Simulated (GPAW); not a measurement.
# SrNbO3 (Pm-3m): the O K absorption edge

What does one-electron theory with a core hole give for the O K edge of SrNbO3 (Pm-3m)?

Method: X-ray absorption from dipole matrix elements to empty bands, plane-wave PAW LDA, in GPAW 26.7.0.

## 1. Set-up

Symmetry: Pm-3m, No. 221, cubic system. Conventional cell: a = 4.070 Å, b = 4.070 Å, c = 4.070 Å, α = 90.00°, β = 90.00°, γ = 90.00°. Nearest to Nb lie 6 O at 2.03 Å. Sr has 12 O at 2.88 Å nearest. O has 2 Nb at 2.03 Å and 4 Sr at 2.88 Å nearest. Farther neighbours and most contacts between anions are not listed.

Structure file:

```
Nb Sr O
1.0
     4.06969    0.00000    0.00000
     0.00000    4.06969    0.00000
     0.00000    0.00000    4.06969
Nb Sr O
1 1 3
Direct
  0.00000 0.00000 0.00000
  0.50000 0.50000 0.50000
  0.50000 0.00000 0.00000
  0.00000 0.00000 0.50000
  0.00000 0.50000 0.00000
```

## 2. The field without a hole

The ground state comes first: it tells whether the system has a gap, which decides how the excited electron is treated.

scf.py reads:

```python
import numpy as np
from ase import Atoms
from ase.parallel import parprint, paropen
from gpaw import GPAW, PW, FermiDirac, Mixer, MixerDif, setup_paths
from gpaw.test import gen
setup_paths.insert(0, '.')
gen('O', name='nch1s', xcname='LDA', corehole=(1, 0, 0), write_xml=True)
from gpaw.mpi import world
world.barrier()

atoms = Atoms('NbSrO3',
    cell=[[4.06968976, 0, 0],
     [0, 4.06968976, 0],
     [0, 0, 4.06968976]],
    scaled_positions=[[0, 0, 0],
     [0.5, 0.5, 0.5],
     [0.5, 0, 0],
     [0, 0, 0.5],
     [0, 0.5, 0]],
    pbc=True)
atoms.calc = calc = GPAW(legacy_gpaw=True, mode=PW(500, force_complex_dtype=True), xc='LDA', setups={2: 'nch1s'},
    kpts={'size': (6, 6, 6), 'gamma': True}, occupations=FermiDirac(0.05),
    charge=0, mixer=Mixer(0.1, 5, 50), maxiter=150,
    convergence={'density': 0.0001, 'eigenstates': 1e-6}, txt='scf.txt')
energy = atoms.get_potential_energy() + calc.get_reference_energy()
ef = calc.get_fermi_level()
out = dict(energy=energy, fermi=ef, forces=atoms.get_forces().tolist())
parprint(f'all-electron energy {energy:.4f} eV, Fermi level {ef:.4f} eV')
ev = np.array([[calc.get_eigenvalues(k, s) for k in range(len(calc.get_ibz_k_points()))] for s in range(calc.get_number_of_spins())])
out['homo'], out['lumo'], out['counts'] = ev[ev < ef].max(), ev[ev > ef].min(), sorted(set((ev < ef).sum((0, 2)).tolist()))
out['filled'] = (ev[:, 0] < ef).sum(1).tolist()
import json
with paropen('out.json', 'w') as f:
    json.dump(out, f)
```

Started as:

```
$ OMP_NUM_THREADS=1 mpirun -n 2 gpaw python scf.py
```

Numbers of over 12 decimals in the logs are rounded to 6 here.

Log:

```text
Input parameters:
  convergence: {density: 0.0001,
                eigenstates: 1e-06}
  kpts: {gamma: True,
         size: (6, 6, 6)}
  maxiter: 150
  mixer: {backend: pulay,
          beta: 0.1,
          method: separate,
          nmaxold: 5,
          weight: 50}
  mode: {ecut: 500.0,
         force_complex_dtype: True,
         name: pw}
  occupations: {fixmagmom: False,
                name: fermi-dirac,
                width: 0.05}
  setups: {2: nch1s}

Initialize ...

[... PAW data sets ...]

Reference energy: -196275.989327  # eV

Spin-paired calculation

[... convergence settings ...]
Symmetries present (total): 16
  [... symmetry matrices ...]

216 k-points: 6 x 6 x 6 Monkhorst-Pack grid + [1/12,1/12,1/12]
40 k-points in the irreducible part of the Brillouin zone
       k-points in crystal coordinates                weights
   0:     0.00000000    0.00000000    0.00000000          1/216
   1:     0.00000000    0.16666667    0.00000000          4/216
   2:     0.00000000    0.16666667    0.16666667          4/216
   3:     0.00000000    0.33333333    0.00000000          4/216
   4:     0.00000000    0.33333333    0.16666667          8/216
   5:     0.00000000    0.33333333    0.33333333          4/216
   6:     0.00000000    0.50000000    0.00000000          2/216
   7:     0.00000000    0.50000000    0.16666667          4/216
   8:     0.00000000    0.50000000    0.33333333          4/216
   9:     0.00000000    0.50000000    0.50000000          1/216
          ...
  39:     0.50000000    0.50000000    0.50000000          1/216

Wave functions: Plane wave expansion
  Cutoff energy: 500.000 eV
  Number of coefficients (min, max): 1686, 1743
  Pulay-stress correction: 0.000000 eV/Ang^3 (de/decut=0.000000)
  Using FFTW library
  Wavefunction extrapolation:
    Improved wavefunction reuse through dual PAW basis

Occupation numbers: Fermi-Dirac:
  width: 0.0500  # eV

Eigensolver
   Davidson(niter=2)

Densities:
  Coarse grid: 21*21*21 grid
  Fine grid: 42*42*42 grid
  Total Charge: 0.000000

Density mixing:
  Method: separate
  Backend: pulay
  Linear mixing parameter: 0.1
  old densities: 5
  Width of damping distribution: 1.1
  Damping of long wavelength oscillations: 50

[... Hamiltonian set-up ...]
Number of atoms: 5
Number of atomic orbitals: 30
Number of bands in calculation: 29
Number of valence electrons: 41
Bands to converge: occupied

... initialized

Initializing position-dependent things.

Density initialized from atomic densities
Creating initial wave functions:
  29 bands from LCAO basis set

Positions:
   0 Nb     0.000000    0.000000    0.000000    ( 0.0000,  0.0000,  0.0000)
   1 Sr     2.034845    2.034845    2.034845    ( 0.0000,  0.0000,  0.0000)
   2 O      2.034845    0.000000    0.000000    ( 0.0000,  0.0000,  0.0000)
   3 O      0.000000    0.000000    2.034845    ( 0.0000,  0.0000,  0.0000)
   4 O      0.000000    2.034845    0.000000    ( 0.0000,  0.0000,  0.0000)

Unit cell:
           periodic     x           y           z      points  spacing
  1. axis:    yes    4.069690    0.000000    0.000000    21     0.1938
  2. axis:    yes    0.000000    4.069690    0.000000    21     0.1938
  3. axis:    yes    0.000000    0.000000    4.069690    21     0.1938

  Lengths:   4.069690   4.069690   4.069690
  Angles:   90.000000  90.000000  90.000000

Effective grid spacing dv^(1/3) = 0.1938

iter:   1   -50.549822
iter:   2   -47.622268   -0.82  -0.96
iter:   3   -45.089361   -0.76  -1.08
iter:   4   -45.061558   -2.07  -1.41
iter:   5   -44.971639   -1.99  -1.49
iter:   6   -44.978134   -2.28  -2.17
iter:   7   -45.014275   -1.98  -2.28
iter:   8   -44.946473   -2.49  -2.10
iter:   9   -44.946054   -3.42  -2.76
iter:  10   -44.945241c  -4.19  -3.02
iter:  11   -44.945199c  -5.45  -3.60
iter:  12   -44.945195c  -6.28c -3.82
iter:  13   -44.945191c  -6.78c -3.91
iter:  14   -44.945192c  -6.75c -4.02c

Converged after 14 iterations.

Dipole moment: (-0.000000, -0.000000, -0.000000) |e|*Ang

Energy contributions relative to reference atoms: (reference = -196275.989327)

Kinetic:        +12.446488
Potential:      -19.604927
External:        +0.000000
XC:             -37.228121
Entropy (-ST):   -0.013237
Local:           -0.552014
SIC:             +0.000000
--------------------------
Free energy:    -44.951811
Extrapolated:   -44.945192

Showing only first 2 kpts
 Kpt  Band  Eigenvalues  Occupancy
  0    18      5.28950    2.00000
  0    19      5.28951    2.00000
  0    20      8.03824    2.00000
  0    21      8.03824    2.00000

  1    18      5.18100    2.00000
  1    19      5.18102    2.00000
  1    20      8.10123    2.00000
  1    21      8.71732    1.99964

Fermi level: 9.14909

No gap
No difference between direct/indirect transitions

Forces in eV/Ang:
  0 Nb   -0.00000   -0.00000    0.00000
  1 Sr    0.00000    0.00000    0.00000
  2 O     0.00000    0.00000    0.00000
  3 O     0.00000    0.00000    0.00000
  4 O     0.00000    0.00000    0.00000
Scalar-relativistic atomic LDA calculation for O (Oxygen, Z=8)
Core hole in 1s state (1s occupation: 2.0)
300 radial gridpoints.
|------------------------------------------------|
|------------------------------------------------|
[... the atom generator's iteration count ...]

Energy contributions:
-------------------------
Kinetic:      +74.266897
XC:            -7.772280
Potential:   -141.018865
-------------------------
Total:        -74.524248

state      eigenvalue         ekin         rmax
-----------------------------------------------
1s^2.0 :   -18.772897    28.821965        0.130
2s^2.0 :    -0.872866     3.204810        0.874
2p^4.0 :    -0.337925     2.553337        0.813
-----------------------------------------------
(units: Bohr and Hartree)

Generating PAW setup
Kinetic energy of the core from tauc = 57.689706
Cutoffs:
rc(s)=1.300
rc(p)=1.130
rc(d)=1.170
rc(vbar)=1.300
rc(comp)=1.260
rc(nct)=1.300

Kinetic energy of the core states: 57.643930
Charge: 0.0
Core electrons: 2.0
Valence electrons: 6.0
Pseudo-core charge: 0.000776
Shape function alpha=6.299
Pseudo-electron charge 5.666261
state    eigenvalue         norm
--------------------------------
2s(2) :    -0.872866     1.079797
*s    :     0.127134
2p(4) :    -0.337925     0.876472
*p    :     0.662075
*d    :     0.000000
--------------------------------

Diagonalizing with gridspacing h=0.050

state   all-electron     PAW
-------------------------------
2s:      -0.872866    -0.873954
2p:      -0.337925    -0.341740
*d:                    0.050276
*f:                    0.077289
-------------------------------
all-electron energy -196320.9345 eV, Fermi level 9.1491 eV
```

Run time: 18 s. Hardware: 2 MPI ranks of Arm Neoverse V2, shared host; peak memory 0.21 GiB; 35 s of CPU time.

The mesh shows no gap, so the system is treated as a metal and the core electron is put at the Fermi level (neutral cell).

## 3. Spectrum without a core hole, O atom 3

This cheap baseline ignores the attraction of the hole: it shows the absorber's empty states as they are in the ground state. The data set with a hole of occupation 0 only carries the core orbital.

The absorber has 2 Nb at 2.03 Å (linear, site symmetry 4/mmm).

xas.py reads:

```python
import numpy as np
from ase import Atoms
from ase.parallel import parprint, paropen
from gpaw import GPAW, PW, FermiDirac, Mixer, MixerDif, setup_paths
from gpaw.test import gen
setup_paths.insert(0, '.')
gen('O', name='nch1s', xcname='LDA', corehole=(1, 0, 0), write_xml=True)
from gpaw.mpi import world
world.barrier()

atoms = Atoms('NbSrO3',
    cell=[[4.06968976, 0, 0],
     [0, 4.06968976, 0],
     [0, 0, 4.06968976]],
    scaled_positions=[[0, 0, 0],
     [0.5, 0.5, 0.5],
     [0.5, 0, 0],
     [0, 0, 0.5],
     [0, 0.5, 0]],
    pbc=True)
atoms.calc = calc = GPAW(legacy_gpaw=True, mode=PW(500, force_complex_dtype=True), xc='LDA', setups={2: 'nch1s'},
    kpts={'size': (8, 8, 8), 'gamma': True}, occupations=FermiDirac(0.1),
    charge=0, mixer=Mixer(0.1, 5, 50), maxiter=150,
    convergence={'density': 0.0001, 'eigenstates': 1e-6}, txt='scf.txt')
energy = atoms.get_potential_energy() + calc.get_reference_energy()
ef = calc.get_fermi_level()
out = dict(energy=energy, fermi=ef, forces=atoms.get_forces().tolist())
parprint(f'all-electron energy {energy:.4f} eV, Fermi level {ef:.4f} eV')
ev = np.array([[calc.get_eigenvalues(k, s) for k in range(len(calc.get_ibz_k_points()))] for s in range(calc.get_number_of_spins())])
out['homo'], out['lumo'], out['counts'] = ev[ev < ef].max(), ev[ev > ef].min(), sorted(set((ev < ef).sum((0, 2)).tolist()))
out['filled'] = (ev[:, 0] < ef).sum(1).tolist()

from ase.units import Ha
from gpaw.xas import dipole_matrix_elements
nb = int(calc.get_number_of_electrons() / 2) + 48
top, nb = nb, nb + 8 + nb // 12
nscf = calc.fixed_density(kpts={'size': (6, 6, 6), 'gamma': True}, nbands=nb,
    convergence={'bands': top, 'eigenstates': 1e-5}, maxiter=60, txt='nscf.txt')
cell = atoms.cell.array
ops = [cell.T @ U.T @ np.linalg.inv(cell.T) for U in nscf.wfs.kd.symmetry.op_scc]
E = np.arange(-25, 34, 0.1)
fwhm = np.interp(E, [4, 25], [0.9, 3.5])
Y, X, zero, highest = 0, 0, 1e9, 1e9
for spin in range(nscf.get_number_of_spins()):
    wfs = nscf.wfs
    A = dipole_matrix_elements(wfs.setups[2])
    eps = np.zeros((wfs.kd.nibzkpts, nb))
    d = np.zeros((3, A.shape[1], wfs.kd.nibzkpts, nb), complex)
    for kpt in wfs.kpt_u:
        if kpt.s == spin and 2 in kpt.P_ani:
            eps[kpt.k] = kpt.eps_n * Ha
            d[:, :, kpt.k] = (kpt.weight * wfs.nspins / 2) ** 0.5 * np.inner(A, kpt.P_ani[2])
    world.sum(eps)
    world.sum(d)
    T = np.einsum('amkn,bmkn->abkn', d, d.conj()).real
    T = sum(np.einsum('ai,ijkn,bj->abkn', R, T, R) for R in ops) / len(ops)
    empty = eps > ef
    zero, highest = min(zero, eps[empty].min()), min(highest, eps[:, top - 1].min())
    lines = [(eps, T, empty)] if spin == 0 else lines + [(eps, T, empty)]
for eps, T, empty in lines:
    f = np.einsum('aakn->akn', T).reshape(3, -1)
    x = eps.ravel() - zero
    w = np.interp(x, E, fwhm) / 2.35482
    g = np.exp(-0.5 * ((E[:, None] - x) / w) ** 2) / (w * (2 * np.pi) ** 0.5)
    Y = Y + (f * empty.ravel()) @ g.T
    X = X + (f * ~empty.ravel()) @ g.T
out.update(E=E.round(2).tolist(), xas=Y.tolist(), xes=X.tolist(), zero=zero, valid=highest - zero, nk=len(eps), nb=nb)
for i in range(0, len(E), 10):
    parprint(f'{E[i]:7.2f}', *(f'{v:10.3e}' for v in Y[:, i]))
import json
with paropen('out.json', 'w') as f:
    json.dump(out, f)
```

Started as:

```
$ OMP_NUM_THREADS=1 mpirun -n 2 gpaw python xas.py
```

Log:

```text
Input parameters:
  convergence: {density: 0.0001,
                eigenstates: 1e-06}
  kpts: {gamma: True,
         size: (8, 8, 8)}
  maxiter: 150
  mixer: {backend: pulay,
          beta: 0.1,
          method: separate,
          nmaxold: 5,
          weight: 50}
  mode: {ecut: 500.0,
         force_complex_dtype: True,
         name: pw}
  occupations: {fixmagmom: False,
                name: fermi-dirac,
[...]
*p    :     0.662075
*d    :     0.000000
--------------------------------

Diagonalizing with gridspacing h=0.050

state   all-electron     PAW
-------------------------------
2s:      -0.872866    -0.873954
2p:      -0.337925    -0.341740
*d:                    0.050276
*f:                    0.077289
-------------------------------
all-electron energy -196320.9361 eV, Fermi level 9.3141 eV
[...]
32.00  1.350e-04  7.328e-05  7.328e-05
  33.00  1.265e-04  5.795e-05  5.795e-05
[key lines of the parts left out:]
Converged after 14 iterations.
Dipole moment: (-0.000000, -0.000000, -0.000000) |e|*Ang
Free energy:    -44.968465
Fermi level: 9.31415
```

Run time: 59 s. Hardware: 2 MPI ranks; peak memory 0.33 GiB.

The O K spectrum, O atom 3, no core hole (energy from the lowest empty level; intensity scaled to a mean of 1 over the first 20 eV):

```csv
E (eV),intensity
-2.0,0.00
-1.5,0.00
-1.0,0.00
-0.5,0.03
0.0,0.24
0.5,1.04
1.0,1.66
1.5,1.41
2.0,0.77
2.5,0.51
3.0,0.88
3.5,1.50
4.0,1.77
4.5,1.87
5.0,2.06
5.5,1.68
6.0,1.31
6.5,1.41
7.0,1.31
7.5,1.00
8.0,0.82
8.5,0.79
9.0,0.79
9.5,0.80
10.0,0.97
10.5,1.23
11.0,1.34
11.5,1.22
12.0,0.97
12.5,0.76
13.0,0.64
13.5,0.57
14.0,0.53
14.5,0.53
15.0,0.57
15.5,0.67
16.0,0.77
16.5,0.85
17.0,0.88
17.5,0.85
18.0,0.79
18.5,0.71
19.0,0.65
19.5,0.58
20.0,0.52
20.5,0.45
21.0,0.40
21.5,0.36
22.0,0.33
22.5,0.32
23.0,0.33
23.5,0.35
24.0,0.38
24.5,0.41
25.0,0.45
25.5,0.49
26.0,0.54
26.5,0.59
27.0,0.64
27.5,0.70
28.0,0.76
28.5,0.82
29.0,0.89
29.5,0.96
30.0,1.01
30.5,1.05
31.0,1.07
31.5,1.05
32.0,1.01
```

Main maxima below 24 eV (height): 1.1 eV (1.68), 5.0 eV (2.06), 6.6 eV (1.42), 11.0 eV (1.34) and 17.0 eV (0.88). A K edge sees empty p states; the first features are O p mixed into the empty d states of the Nb neighbours, and the broad ones above probably into the cations' higher empty bands.

The same matrix elements for filled bands give the O K emission of O atom 3 (ground-state approximation; energy from the lowest empty level, largest value 1):

```csv
E (eV),emission
-24.00,0.00
-23.25,0.00
-22.50,0.00
-21.75,0.00
-21.00,0.00
-20.25,0.00
-19.50,0.00
-18.75,0.00
-18.00,0.00
-17.25,0.00
-16.50,0.00
-15.75,0.00
-15.00,0.00
-14.25,0.00
-13.50,0.00
-12.75,0.00
-12.00,0.00
-11.25,0.00
-10.50,0.00
-9.75,0.00
-9.00,0.01
-8.25,0.18
-7.50,0.53
-6.75,0.55
-6.00,0.70
-5.25,0.70
-4.50,0.96
-3.75,0.38
-3.00,0.02
-2.25,0.00
-1.50,0.00
-0.75,0.02
0.00,0.02
0.75,0.00
1.50,0.00
2.25,0.00
3.00,0.00
```

Emission maxima: -4.6 eV (1.00).

## 4. Supercell without a hole, the energy reference

The photon energy needs a difference of total energies, so the cell and mesh of the coming hole run are first run without a hole.

scf.py, as its differences from that of step 2:

```diff
@@ -10,14 +10,19 @@
 
-atoms = Atoms('NbSrO3',
-    cell=[[4.06968976, 0, 0],
-     [0, 4.06968976, 0],
-     [0, 0, 4.06968976]],
+atoms = Atoms('Nb2Sr2O6',
+    cell=[[4.06968976, 0, 4.06968976],
+     [0, 4.06968976, 4.06968976],
+     [0, -4.06968976, 4.06968976]],
     scaled_positions=[[0, 0, 0],
-     [0.5, 0.5, 0.5],
-     [0.5, 0, 0],
-     [0, 0, 0.5],
-     [0, 0.5, 0]],
+     [0, 0.5, 0.5],
+     [0.5, 0.25, 0.75],
+     [0.5, 0.75, 0.25],
+     [0.5, 0.75, 0.75],
+     [0.5, 0.25, 0.25],
+     [0, 0.25, 0.25],
+     [0, 0.75, 0.75],
+     [0, 0.25, 0.75],
+     [0, 0.75, 0.25]],
     pbc=True)
-atoms.calc = calc = GPAW(legacy_gpaw=True, mode=PW(500, force_complex_dtype=True), xc='LDA', setups={2: 'nch1s'},
-    kpts={'size': (6, 6, 6), 'gamma': True}, occupations=FermiDirac(0.05),
+atoms.calc = calc = GPAW(legacy_gpaw=True, mode=PW(500, force_complex_dtype=True), xc='LDA', setups={4: 'nch1s'},
+    kpts={'size': (5, 5, 5), 'gamma': True}, occupations=FermiDirac(0.1),
     charge=0, mixer=Mixer(0.1, 5, 50), maxiter=150,
```

Started as:

```
$ OMP_NUM_THREADS=1 mpirun -n 2 gpaw python scf.py
```

Log:

```text
Input parameters:
  convergence: {density: 0.0001,
                eigenstates: 1e-06}
  kpts: {gamma: True,
         size: (5, 5, 5)}
  maxiter: 150
  mixer: {backend: pulay,
          beta: 0.1,
          method: separate,
          nmaxold: 5,
          weight: 50}
  mode: {ecut: 500.0,
         force_complex_dtype: True,
         name: pw}
  occupations: {fixmagmom: False,
                name: fermi-dirac,
[...]
2s(2) :    -0.872866     1.079797
*s    :     0.127134
2p(4) :    -0.337925     0.876472
*p    :     0.662075
*d    :     0.000000
--------------------------------

Diagonalizing with gridspacing h=0.050

state   all-electron     PAW
-------------------------------
2s:      -0.872866    -0.873954
2p:      -0.337925    -0.341740
*d:                    0.050276
*f:                    0.077289
-------------------------------
all-electron energy -392641.8918 eV, Fermi level 9.2158 eV
[key lines of the parts left out:]
Converged after 19 iterations.
Dipole moment: (-0.000000, -0.000000, 0.000000) |e|*Ang
Free energy:    -89.945795
Fermi level: 9.21581
```

The job ended after 48 s (2 MPI ranks; peak memory 0.28 GiB; 95 s of CPU time).

Reference energy: -392641.892 eV with the cores included.

[end of part 1 of 2]

[Banner, clock and machine lines of the logs are left out without a mark of their own.]

[Logs are printed without paths, hosts, clocks, repeated set-up lines and the standing remarks that a program may print on its own settings, such as how far it seeks lower states.]

[Hosts, paths, dates, database ids (printed as entryN), source tags and the programs' standing remarks are cut or masked in the printed files.]

[Lists of maxima count a maximum above −3 eV only where it reaches 4 % of the highest in the window and stands out from its surroundings by 2 % of it (1.5 % where it reaches 55 %); shoulders and weaker maxima are passed over, and of the rest the first, up to two pre-edge ones and the few strongest are named.]
